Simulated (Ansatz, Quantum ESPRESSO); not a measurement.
# Pt(100), 5 layers, one monolayer of P on bridge sites: vacuum level and surface dipole, part 2 of 6

Aim: the work function of each face of Pt(100), 5 layers, one monolayer of P on bridge sites, and how it moves with functional, pseudopotentials and boundary condition.

Quantum ESPRESSO 7.5; plane-wave DFT, PBE, GBRV ultrasoft pseudopotentials; geometry and cross-check by Ansatz 0.2.0 with PAW datasets.

So far. Step 2 (Geometry from Ansatz): The relaxation lowers the energy by 25 meV an atom. Held were the atoms numbered 1, 2 and 3; the forces quoted are those on the free ones.

### 3. Self-consistent run

The two faces differ, so the slab has a dipole. tefield with eamp = 0 and dipfield cancel the false field of the periodic images; the ramp (emaxpos, eopreg) must lie in the vacuum. pw.x drops all symmetry for this, which costs k-points.

Level of this step: plane-wave DFT, PBE, GBRV ultrasoft pseudopotentials (Quantum ESPRESSO 7.5).

Contents of scf.in:

```
&control
  prefix = 'scf'
  outdir = './out'
  pseudo_dir = './pseudo'
  calculation = 'scf'
  tprnfor = .true.
  tefield = .true.
  dipfield = .true.
/
&system
  ibrav = 0
  nat = 6
  ntyp = 2
  ecutwfc = 40
  ecutrho = 200
  occupations = 'smearing'
  smearing = 'mv'
  degauss = 0.02
  edir = 3
  emaxpos = 0.97
  eopreg = 0.04
  eamp = 0.0
/
&electrons
  conv_thr = 1e-07
  mixing_beta = 0.4
  electron_maxstep = 120
  mixing_mode = 'local-TF'
/
ATOMIC_SPECIES
  Pt  195.0840  pt_pbe_v1.4.uspp.F.UPF
  P   30.9738  p_pbe_v1.5.uspp.F.UPF
CELL_PARAMETERS angstrom
  2.77185858230000 0.00000000000000 0.00000000000000
  0.00000000000000 2.77185858230000 0.00000000000000
  0.00000000000000 0.00000000000000 26.84000000000000
ATOMIC_POSITIONS crystal
  Pt  0.000000000000 0.000000000000 0.309239940400
  Pt  0.500000000000 0.500000000000 0.382265275700
  Pt  0.000000000000 0.000000000000 0.455290611000
  Pt  0.500000000000 0.500000000000 0.530884979819
  Pt  0.000000000000 0.000000000000 0.610046388341
  P   0.500000000000 0.000000000000 0.679875521063
K_POINTS automatic
  10 10 1 0 0 0
```

Launch:

```
OMP_NUM_THREADS=1 mpirun -n 4 pw.x -nk 4 -in scf.in > scf.out
```

Log:

```text
Program PWSCF v.7.5 starts
[citation notice left out]

     Parallel version (MPI & OpenMP), running on       4 processor cores
     Number of MPI processes:                 4
     Threads/MPI process:                     1

     MPI processes distributed on     1 nodes
[...]
Current dimensions of program PWSCF are:
     Max number of different atomic species (ntypx) = 10
     Max number of k-points (npk) =  40000
     Max angular momentum in pseudopotentials (lmaxx) =  4
     Presently no symmetry can be used with electric field

     K-points division:     npool     =       4
     Subspace diagonalization in iterative solution of the eigenvalue problem:
     a serial algorithm will be used

     G-vector sticks info
     --------------------
     sticks:   dense  smooth     PW     G-vecs:    dense   smooth      PW
     Sum         437     349    109                66601    47617    8623

     Using Slab Decomposition

     bravais-lattice index     =            0
     lattice parameter (alat)  =       5.2381  a.u.
     unit-cell volume          =    1391.6219 (a.u.)^3
     number of atoms/cell      =            6
     number of atomic types    =            2
     number of electrons       =        85.00
     number of Kohn-Sham states=           52
     kinetic-energy cutoff     =      40.0000  Ry
     charge density cutoff     =     200.0000  Ry
     scf convergence threshold =      1.0E-07
     mixing beta               =       0.4000
     number of iterations used =            8  local-TF  mixing
     Exchange-correlation=  SLA  PW   PBX  PBC
                           (   1   4   3   4   0   0   0)

     celldm(1)=   5.238054  celldm(2)=   0.000000  celldm(3)=   0.000000
     celldm(4)=   0.000000  celldm(5)=   0.000000  celldm(6)=   0.000000

     crystal axes: (cart. coord. in units of alat)
               a(1) = (   1.000000   0.000000   0.000000 )
               a(2) = (   0.000000   1.000000   0.000000 )
               a(3) = (   0.000000   0.000000   9.683034 )

     reciprocal axes: (cart. coord. in units 2 pi/alat)
               b(1) = (  1.000000  0.000000  0.000000 )
               b(2) = (  0.000000  1.000000  0.000000 )
               b(3) = (  0.000000  0.000000  0.103273 )

     PseudoPot. # 1 for Pt read from file:
     ./pseudo/pt_pbe_v1.4.uspp.F.UPF
     Pseudo is Ultrasoft + core correction, Zval = 16.0
     Generated by new atomic code, or converted to UPF format
     Using radial grid of  985 points,  6 beta functions with:
                l(1) =   0
                l(2) =   0
                l(3) =   1
                l(4) =   1
                l(5) =   2
                l(6) =   2
     Q(r) pseudized with  8 coefficients,  rinner =    1.300   1.300   1.300
                                                       1.300   1.300

     PseudoPot. # 2 for P  read from file:
     ./pseudo/p_pbe_v1.5.uspp.F.UPF
     Pseudo is Ultrasoft + core correction, Zval =  5.0
     Generated by new atomic code, or converted to UPF format
     Using radial grid of  903 points,  6 beta functions with:
                l(1) =   0
                l(2) =   0
                l(3) =   1
                l(4) =   1
                l(5) =   2
                l(6) =   2
     Q(r) pseudized with  8 coefficients,  rinner =    1.300   1.300   1.300
                                                       1.300   1.300

     atomic species   valence    mass     pseudopotential
     Pt               16.00   195.08400     Pt( 1.00)
     P                 5.00    30.97380     P ( 1.00)

     No symmetry found

   Cartesian axes

     site n.     atom                  positions (alat units)
         1        Pt     tau(   1) = (   0.0000000   0.0000000   2.9943808  )
         2        Pt     tau(   2) = (   0.5000000   0.5000000   3.7014875  )
         3        Pt     tau(   3) = (   0.0000000   0.0000000   4.4085943  )
         4        Pt     tau(   4) = (   0.5000000   0.5000000   5.1405771  )
         5        Pt     tau(   5) = (   0.0000000   0.0000000   5.9070997  )
         6        P      tau(   6) = (   0.5000000   0.0000000   6.5832576  )

     number of k points=    52  Marzari-Vanderbilt smearing, width (Ry)=  0.0200
                       cart. coord. in units 2pi/alat
        k(    1) = (   0.0000000   0.0000000   0.0000000), wk =   0.0200000
        k(    2) = (   0.0000000   0.1000000   0.0000000), wk =   0.0400000
        k(    3) = (   0.0000000   0.2000000   0.0000000), wk =   0.0400000
        k(    4) = (   0.0000000   0.3000000   0.0000000), wk =   0.0400000
        k(    5) = (   0.0000000   0.4000000   0.0000000), wk =   0.0400000
        k(    6) = (   0.0000000  -0.5000000   0.0000000), wk =   0.0200000
        k(    7) = (   0.1000000   0.0000000   0.0000000), wk =   0.0400000
        k(    8) = (   0.1000000   0.1000000   0.0000000), wk =   0.0400000
        k(    9) = (   0.1000000   0.2000000   0.0000000), wk =   0.0400000
        k(   10) = (   0.1000000   0.3000000   0.0000000), wk =   0.0400000
[...]
k(   52) = (  -0.5000000  -0.5000000   0.0000000), wk =   0.0200000

     Dense  grid:    66601 G-vectors     FFT dimensions: (  24,  24, 240)

     Smooth grid:    47617 G-vectors     FFT dimensions: (  24,  24, 216)

     Estimated max dynamical RAM per process >     168.27 MB

     Estimated total dynamical RAM >     624.29 MB

     Initial potential from superposition of free atoms

     starting charge      82.4998, renormalised to      85.0000

     negative rho (up, down):  9.598E-01 0.000E+00

     Adding external electric field

     Computed dipole along edir(3) :
        Dipole               -1.7069 Ry au,         -4.3384 Debye
        Dipole field         -0.0154 Ry au,

        Potential amp.        1.5010 Ry
        Total length         48.6914 bohr

     Starting wfcs are   64 randomized atomic wfcs

     total cpu time spent up to now is        3.3 secs

     per-process dynamical memory:   112.5 Mb

     Self-consistent Calculation

     iteration #  1     ecut=    40.00 Ry     beta= 0.40
     Davidson diagonalization with overlap
     ethr =  1.00E-02,  avg # of iterations =  8.8

     negative rho (up, down):  1.174E+00 0.000E+00

     Adding external electric field

     Computed dipole along edir(3) :
        Dipole               10.4058 Ry au,         26.4490 Debye
        Dipole field          0.0940 Ry au,

        Potential amp.       -9.1506 Ry
        Total length         48.6914 bohr

     total cpu time spent up to now is       14.4 secs

[...]
negative rho (up, down):  8.951E-01 0.000E+00

[...]
Dipole                0.0587 Ry au,          0.1492 Debye
[...]
total energy              =   -1068.92394771 Ry
     estimated scf accuracy    <       0.00009310 Ry

     iteration # 77     ecut=    40.00 Ry     beta= 0.40
[...]
negative rho (up, down):  8.952E-01 0.000E+00

[...]
Dipole                0.0601 Ry au,          0.1528 Debye
[...]
total energy              =   -1068.92395272 Ry
     estimated scf accuracy    <       0.00026956 Ry

     iteration # 78     ecut=    40.00 Ry     beta= 0.40
[...]
negative rho (up, down):  8.952E-01 0.000E+00

[...]
Dipole                0.0597 Ry au,          0.1519 Debye
[...]
total energy              =   -1068.92395483 Ry
     estimated scf accuracy    <       0.00000033 Ry

     iteration # 79     ecut=    40.00 Ry     beta= 0.40
[...]
negative rho (up, down):  8.952E-01 0.000E+00

[...]
Dipole                0.0598 Ry au,          0.1519 Debye
[...]
total energy              =   -1068.92395500 Ry
     estimated scf accuracy    <       0.00000073 Ry

     iteration # 80     ecut=    40.00 Ry     beta= 0.40
[...]
negative rho (up, down):  8.952E-01 0.000E+00

[...]
Dipole                0.0600 Ry au,          0.1526 Debye
[...]
total energy              =   -1068.92395497 Ry
     estimated scf accuracy    <       0.00000023 Ry

     iteration # 81     ecut=    40.00 Ry     beta= 0.40
[...]
negative rho (up, down):  8.952E-01 0.000E+00

[...]
Dipole                0.0602 Ry au,          0.1530 Debye
[...]
total energy              =   -1068.92395495 Ry
     estimated scf accuracy    <       0.00000576 Ry

     iteration # 82     ecut=    40.00 Ry     beta= 0.40
[...]
negative rho (up, down):  8.952E-01 0.000E+00

[...]
Dipole                0.0604 Ry au,          0.1536 Debye
[...]
End of self-consistent calculation

          k = 0.0000 0.0000 0.0000 (  6007 PWs)   bands (ev):

   -47.2042 -46.9479 -46.9270 -46.7542 -46.7199 -46.7144 -46.7138 -46.6141
   -46.6107 -46.4492 -46.3967 -46.3776 -46.0741 -46.0728 -45.9935  -7.1609
    -3.5498  -2.2631  -1.1378  -0.7520  -0.3543  -0.2783   0.1446   0.7189
     1.4791   2.0537   2.3036   2.4562   2.6220   2.8052   3.2014   3.3670
     3.5984   3.9065   4.0671   4.1564   4.6396   4.9460   5.0597   5.1431
     5.2197   5.2971   5.7755   6.0789   6.1635   6.1805   7.3759  10.0424
    10.1138  10.2798  10.8715  11.5137

          k = 0.0000 0.1000 0.0000 (  5981 PWs)   bands (ev):

   -47.2016 -46.9429 -46.9250 -46.7795 -46.7613 -46.7097 -46.6969 -46.6366
   -46.6136 -46.4472 -46.4189 -46.3762 -46.0960 -46.0725 -45.9915  -7.0052
    -3.2959  -2.0495  -0.9687  -0.5855  -0.1732  -0.1028   0.3576   0.8709
     1.5714   2.1629   2.2884   2.5133   2.5159   2.8211   2.8558   3.0340
     3.6581   3.7495   4.1004   4.2431   4.5475   4.5621   4.7458   4.8731
     5.3112   5.4935   5.5506   5.9304   6.2490   6.4264   8.4150   8.6920
    10.3381  10.3886  11.0765  11.7355

          k = 0.0000 0.2000 0.0000 (  5985 PWs)   bands (ev):

   -47.1951 -46.9324 -46.9198 -46.8442 -46.8281 -46.7058 -46.6984 -46.6879
   -46.6127 -46.4772 -46.4428 -46.3727 -46.1561 -46.0684 -45.9865  -6.5563
    -2.5984  -1.5361  -0.6653  -0.2587   0.0931   0.5014   1.0216   1.4712
     1.8504   2.0389   2.1891   2.3907   2.5541   2.6625   2.7149   2.8483
     3.2390   3.3817   3.8150   4.0686   4.4132   4.4306   4.5932   4.5955
     5.1834   5.3861   5.5124   5.9191   6.2112   6.7005   7.6712   9.8798
    10.6840  10.9520  11.6410  12.3610

          k = 0.0000 0.3000 0.0000 (  5936 PWs)   bands (ev):

   -47.1874 -46.9322 -46.9211 -46.9133 -46.9031 -46.7600 -46.7072 -46.6832
   -46.6128 -46.5397 -46.4431 -46.3683 -46.2286 -46.0631 -45.9810  -5.8788
    -1.6705  -1.0738  -0.5230  -0.0319   0.3087   1.1508   1.2635   1.6666
     2.0190   2.1210   2.4558   2.5532   2.5966   2.7196   2.8816   2.8959
     2.9960   3.4667   3.5761   3.6092   4.1113   4.1751   4.8721   4.9733
     5.1101   5.2289   5.3816   5.9206   6.0485   6.4585   8.6711  11.0917
    11.1014  11.5287  11.8805  12.5778

          k = 0.0000 0.4000 0.0000 (  5924 PWs)   bands (ev):

   -47.1817 -46.9819 -46.9627 -46.9526 -46.9081 -46.7809 -46.7335 -46.6693
   -46.6145 -46.5814 -46.4444 -46.3647 -46.2857 -46.0590 -45.9770  -5.1420
    -0.9790  -0.9054  -0.5261   0.0195   0.3464   0.5582   1.5892   1.7662
     2.0356   2.1965   2.3451   2.6010   2.6100   2.6782   2.9390   3.1017
     3.2715   3.2990   3.8440   3.9163   4.3314   4.8354   4.8451   5.2126
     5.3613   5.7673   5.8534   5.9669   6.3286   6.9402   8.9832   9.6711
    10.7553  11.4811  12.1951  12.4843

          k = 0.0000-0.5000 0.0000 (  5886 PWs)   bands (ev):

   -47.1796 -47.0049 -46.9844 -46.9672 -46.9061 -46.7798 -46.7491 -46.6632
   -46.6158 -46.5946 -46.4451 -46.3633 -46.3070 -46.0574 -45.9754  -4.7688
    -0.9440  -0.8328  -0.6215   0.0151   0.2370   0.5911   1.7218   1.9280
     2.0225   2.0441   2.2140   2.5331   2.5623   2.5872   2.8926   3.2165
     3.3705   3.3714   3.7616   3.8464   4.8587   5.0829   5.0878   5.1301
     5.7772   5.9089   6.4734   6.4813   7.4576   7.6281   7.8569   7.9606
    10.3276  11.6514  12.1511  12.4343

[...]
the Fermi energy is     6.0088 ev

!    total energy              =   -1068.92395499 Ry
     estimated scf accuracy    <          3.8E-09 Ry
     smearing contrib. (-TS)   =      -0.00117813 Ry
     internal energy E=F+TS    =   -1068.92277686 Ry

     The total energy is F=E-TS. E is the sum of the following terms:
     one-electron contribution =  -10109.23358503 Ry
     hartree contribution      =    5081.42752047 Ry
     xc contribution           =    -290.32344333 Ry
     ewald contribution        =    4249.20669803 Ry
     electric field correction =       0.00003300 Ry

     convergence has been achieved in  82 iterations

     negative rho (up, down):  8.952E-01 0.000E+00

     Forces acting on atoms (cartesian axes, Ry/au):

     atom    1 type  1   force =     0.00000017    0.00000014   -0.00211448
     atom    2 type  1   force =    -0.00000000   -0.00000011   -0.01217130
     atom    3 type  1   force =    -0.00000008    0.00000002    0.01555876
     atom    4 type  1   force =    -0.00000021    0.00000011   -0.00082663
     atom    5 type  1   force =     0.00000017   -0.00000023    0.00108542
     atom    6 type  2   force =    -0.00000004    0.00000007   -0.00153176

     Total force =     0.019972     Total SCF correction =     0.000335

[...]
=------------------------------------------------------------------------------=
   JOB DONE.
=------------------------------------------------------------------------------=
[key lines of the parts left out:]
Dipole field          0.0005 Ry au,
```

Elapsed: 11 min, on 4 MPI ranks of Arm Neoverse V2, shared host; peak memory 0.78 GiB; 43 min of CPU time.

This step gave:

```
free energy             : -14543.4513 eV
Fermi energy            : 6.009 eV
dipole along the normal : 0.03198 e·Å
```

The run needed 82 iterations to bring the estimated error under 1e-07 Ry; the largest force on any atom, held or free, is 0.40 eV/Å.

### 4. Potential by pp.x

plot_num = 11 writes the bare and Hartree potential. It leaves out exchange and correlation, which fade slowly, so it flattens close to the surface.

Contents of pot.in:

```
&inputpp
  prefix = 'scf'
  outdir = './out'
  filplot = 'pot.dat'
  plot_num = 11
/
```

Launch:

```
OMP_NUM_THREADS=1 mpirun -n 4 pp.x -in pot.in > pot.out
```

Log:

```text
[banner, memory and clock lines left out]
Program POST-PROC v.7.5 starts

          URL

     ./out/scf.save/

     IMPORTANT: XC functional enforced from input :
     Exchange-correlation= PBE
                           (   1   4   3   4   0   0   0)
     Any further DFT definition will be discarded
     Please, verify this is what you really want

     negative rho (up, down):  8.952E-01 0.000E+00

     Adding external electric field

     Computed dipole along edir(3) :
        Dipole                0.0604 Ry au,          0.1536 Debye
        Dipole field          0.0005 Ry au,

        Potential amp.       -0.0532 Ry
        Total length         48.6914 bohr

     Calling punch_plot, plot_num =  11

     Adding external electric field

     Computed dipole along edir(3) :
        Dipole                0.0604 Ry au,          0.1536 Debye
        Dipole field          0.0005 Ry au,

        Potential amp.       -0.0532 Ry
        Total length         48.6914 bohr

     Writing data to file  pot.dat
     Message from routine chdens:
     namelist plot not found or invalid, exiting
```

Wall time 0.94 s (4 MPI ranks); peak memory 0.09 GiB; 3.4 s of CPU time.

Numbers from this step:

- work function of the upper face: 4.919 eV
- slope of the potential above: 4.62e-5 eV/Å
- upper vacuum line continued to the top atoms, over the Fermi level: 4.919 eV
- work function of the lower face: 5.672 eV
- slope of the potential below: -8.53e-5 eV/Å
- lower vacuum line continued to the bottom atoms, over the Fermi level: 5.672 eV

The potential energy, planar mean oscillates, so the rows of the table below give means over windows of 2.01 Å about each position, cut where the curve ends. Its maxima inside the range that stand out by 2 % of the span (Å: eV): 9.3: -2.33, 11.3: -2.76, 13.2: -1.83, 15.3: -1.12, 17.3: -2.61. Its minima: 8.3: -20.9, 10.3: -21.3, 12.2: -21.3, 14.2: -21.1, 16.3: -21.3, 18.2: -16.5.

Electrostatic potential energy of an electron, with the sawtooth; zero at the Fermi level. Table of potential energy, planar mean by z; means over each step:

| z (Å) | potential energy, planar mean (eV) |
| --- | --- |
| 1.00 | 5.66 |
| 3.01 | 5.67 |
| 5.02 | 5.65 |
| 7.03 | 0.160 |
| 9.04 | -12.3 |
| 11.05 | -12.6 |
| 13.06 | -11.7 |
| 15.07 | -10.7 |
| 17.08 | -11.9 |
| 19.09 | -3.24 |
| 21.10 | 4.88 |
| 23.11 | 4.92 |
| 25.12 | 4.92 |

Electrostatic potential energy in the ca plane at fractional y = 0.000, with atoms of Pt and P within 0.2 Å of it. With pseudopotentials it is smooth inside the atoms' cores, unlike the true potential.

Ten even steps from '0' (-88 eV) to '9' (5 eV), each cell a mean:
```
89999850015999999720038999999999999999999999
99999974247999999853368877899999999999999999
99999998789999999988888522689999999999999999
99999999999999999999998300489999999999999999
99999999899999999998888400589999999999999999
99999986568999999875578755799999999999999999
89999961026999999730048888999999999999999999
89999840004899999610027999999999999999999999
```
Columns run along c (16.0 Å, from fractional 0.35 to 0.94 of the cell; values clipped at the 3rd and 97th percentile), rows up along a (2.8 Å). Atoms in or near the plane, at fractional coordinates: Pt at (0.46, 0.00), Pt at (0.61, 0.00), P at (0.68, 0.50).

The vacuum is flat to 0.1 meV/Å, so its level is well defined. Inside the slab the curve depends on the local part of the pseudopotentials; only the vacuum level has a meaning of its own.

### 5. Macroscopic average

A running mean over one period damps the atomic wiggles and leaves the mean of this pseudopotential's potential.

Contents of avg.in:

```
1
pot.dat
1.0
548
3
3.7038632043
```

Launch:

```
OMP_NUM_THREADS=1 average.x < avg.in > avg.out
```

Log:

```text
[banner, memory and clock lines left out]
Program AVERAGE v.7.5 starts

          URL

     Reading header from file  pot.dat
     Reading data from file  pot.dat
     Output written to file avg.dat

[...]
```

Wall time 0.52 s (1 MPI rank); peak memory 0.1 GiB.

Read from the output:

* average.x's running mean inside the slab, on the run's own zero: -6.362 eV
* mean potential by an exact Fourier window inside the slab, on the run's own zero: -6.360 eV

The potential energy (planar mean) oscillates, so the rows of the table below give means over windows of 2.01 Å about each position, cut where the curve ends. Its maxima inside the range that stand out by 2 % of the span (Å: eV): 9.3: -2.34, 11.3: -2.65, 13.2: -1.78, 15.3: -1.13, 17.3: -2.61. Its minima: 8.3: -20.9, 10.3: -21.3, 12.2: -21.3, 14.3: -21.2, 16.4: -21.4, 18.2: -16.5.

Electrostatic potential energy of an electron, with the sawtooth; zero at the Fermi level; window 1.9600 Å. Table of potential energy by z; means over each step:

| z (Å) | planar mean (eV) | running mean (eV) |
| --- | --- | --- |
| 1.00 | 5.66 | 5.61 |
| 3.01 | 5.67 | 5.67 |
| 5.02 | 5.65 | 5.62 |
| 7.03 | 0.160 | -1.01 |
| 9.04 | -12.3 | -11.9 |
| 11.05 | -12.6 | -12.4 |
| 13.06 | -11.7 | -11.8 |
| 15.07 | -10.7 | -11.1 |
| 17.08 | -11.9 | -11.2 |
| 19.09 | -3.25 | -2.64 |
| 21.10 | 4.88 | 4.80 |
| 23.11 | 4.92 | 4.92 |
| 25.12 | 4.92 | 4.96 |

Where the running mean is not flat inside, average.x's window, rounded to the grid, doesn't match the spacings there.

(Part 2 of 6 ends here.)

[Logs are printed without paths, hosts, clocks, repeated set-up lines and the standing remarks that a program may print on its own settings, such as how far it seeks lower states.]

[Hosts, paths, dates, database ids (printed as entryN), source tags and the programs' standing remarks are cut or masked in the printed files.]

[Maps of the electrostatic potential energy from Ansatz leave out the sawtooth potential of an applied field or a dipole correction, so their vacuum need not be flat; planar profiles and work functions include it.]
